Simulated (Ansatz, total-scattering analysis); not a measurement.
## aqueous NaCl: neutron diffraction with isotope substitution

Two samples of aqueous NaCl (30 H2O, 2 Na+ and 2 Cl-; O 31.9, H 63.8, Na 2.1, Cl 2.1 atom %; 380 K, fixed volume (mean pressure 0.6 GPa); ρ₀ = 0.0973 Å⁻³) differ only in the isotope of H: D (b = 6.6681 fm) and H (b = -3.7395 fm). Other lengths: O 5.8037, Na 3.63, Cl 9.5792 fm. The data are simulated by ab initio molecular dynamics with Ansatz (revPBE-D3(BJ), plane waves, PAW default files, Langevin thermostat, no spin, fixed volume, H with the mass of D). The average runs over 0.75 ps of 94 atoms, so shells between rare elements are rough. Mean temperature 372 K, largest m.s.d. 1.30 Å², energy drift +9 meV an atom (last third less first), Langevin friction 10 ps⁻¹; the first quarter of the run is discarded. Preparation: last frame of a classical run of this cell, a melt at this density, then 0.5 ps at 380 K with a cheaper basis and a friction of 10 ps⁻¹ (mean temperature of the first stage 360 K), too short to forget the start in full. So short a stretch relaxes bonds and nearest shells but still remembers its start. It is a liquid as far as so short a run tells. The potential energy rises by 9 meV an atom from the first to the last third of the average, so the sample is still heating or disordering and this is no equilibrium average. The partials come from the cell's reciprocal vectors below 4 Å⁻¹ and from g(r) above; absorption, incoherent and inelastic scattering are left out. F(Q) = Σ ci cj bi bj (Sij − 1), in barn per steradian and atom:

| Q (Å⁻¹) | 2H | 1H | difference |
| --- | --- | --- | --- |
| 0.9 | -0.317 | -0.198 | -0.119 |
| 1.2 | -0.277 | -0.193 | -0.084 |
| 1.5 | -0.161 | -0.179 | 0.018 |
| 1.8 | 0.235 | -0.169 | 0.404 |
| 2.1 | 0.364 | -0.150 | 0.514 |
| 2.4 | 0.196 | -0.087 | 0.282 |
| 2.7 | 0.043 | -0.033 | 0.076 |
| 3.0 | -0.048 | 0.013 | -0.061 |
| 3.3 | -0.090 | 0.044 | -0.134 |
| 3.6 | -0.065 | 0.021 | -0.086 |
| 3.9 | -0.043 | -0.001 | -0.042 |
| 4.2 | -0.052 | 0.011 | -0.062 |
| 4.5 | -0.082 | 0.041 | -0.123 |
| 4.8 | -0.099 | 0.070 | -0.169 |
| 5.1 | -0.089 | 0.081 | -0.170 |
| 5.4 | -0.063 | 0.073 | -0.136 |
| 5.7 | -0.036 | 0.049 | -0.085 |
| 6.0 | -0.017 | 0.019 | -0.036 |
| 6.3 | -0.007 | -0.006 | -0.001 |
| 6.6 | 0.000 | -0.019 | 0.019 |
| 6.9 | 0.010 | -0.026 | 0.036 |
| 7.2 | 0.023 | -0.033 | 0.056 |
| 7.5 | 0.036 | -0.041 | 0.077 |
| 7.8 | 0.050 | -0.043 | 0.093 |
| 8.1 | 0.064 | -0.036 | 0.100 |
| 8.4 | 0.070 | -0.026 | 0.097 |
| 8.7 | 0.063 | -0.019 | 0.081 |
| 9.0 | 0.044 | -0.011 | 0.055 |
| 9.3 | 0.024 | 0.000 | 0.025 |
| 9.6 | 0.006 | 0.008 | -0.002 |
| 9.9 | -0.012 | 0.013 | -0.024 |
| 10.2 | -0.029 | 0.014 | -0.043 |
| 10.5 | -0.045 | 0.016 | -0.061 |
| 10.8 | -0.054 | 0.017 | -0.071 |

The first difference in real space, ΔG(r), in barn (from the pair functions, so without the broadening of a finite Q range):

```
r (Å)  first difference G(r)
 0.50                 -0.406
 0.58                 -0.406
 0.66                 -0.406
 0.74                 -0.406
 0.82                 -0.406
 0.90                 -0.065
 0.98                  7.233
 1.06                  0.266
 1.14                 -0.405
 1.22                 -0.406
 1.30                 -0.405
 1.38                 -0.397
 1.46                 -0.249
 1.54                  0.047
 1.62                 -0.072
 1.70                 -0.208
 1.78                 -0.179
 1.86                 -0.156
 1.94                 -0.150
 2.02                 -0.168
 2.10                 -0.156
 2.18                 -0.143
 2.26                 -0.130
 2.34                 -0.118
 2.42                 -0.137
 2.50                 -0.160
 2.58                 -0.162
 2.66                 -0.154
 2.74                 -0.144
 2.82                 -0.125
 2.90                 -0.060
 2.98                 -0.015
 3.06                  0.060
 3.14                  0.089
 3.22                  0.106
 3.30                  0.131
 3.38                  0.152
 3.46                  0.128
 3.54                  0.097
```

**Question.** Which pairs survive in the difference, and what is the first shell of H?

Pairs without H cancel. ΔG(r) = Σ W [g(r) − 1] with W = 2 c(H) c(j) b(j) Δb, and c(H)² (b₁² − b₂²) for H–H: H–O 0.2461, H–H 0.1242, H–Na 0.0103, H–Cl 0.0271 barn. At small r, ΔG → −ΣW = -0.408; in this finite cell the H–H term carries (N − 1)/N with N = 60 atoms of H, which gives -0.406.

The first feature, at 0.98 Å, is H–O. n = 4πρ₀ c(O)/W ∫ r² [ΔG − ΔG(0)] dr up to 1.26 Å gives 1.0 O around each H; the coordinates give 1.00 up to 1.26 Å.

Shells of H from the coordinates: O–H at 0.98 Å, 1.0 neighbours to 1.26 Å; H–H at 1.55 Å, 1.0 neighbours to 1.82 Å; H–Cl at 2.30 Å, 0.2 neighbours to 3.04 Å (first peaks with a usable minimum only). Counts average over all H, whatever molecule they sit on, and second peaks of a pair (H two bonds away, hydrogen bonds) add features between 1.5 and 2.5 Å that aren't listed. The structure is taken to be the same for both isotopes, which holds least well for H and D.

[Logs are printed without paths, hosts, clocks, repeated set-up lines and the standing remarks that a program may print on its own settings, such as how far it seeks lower states.]
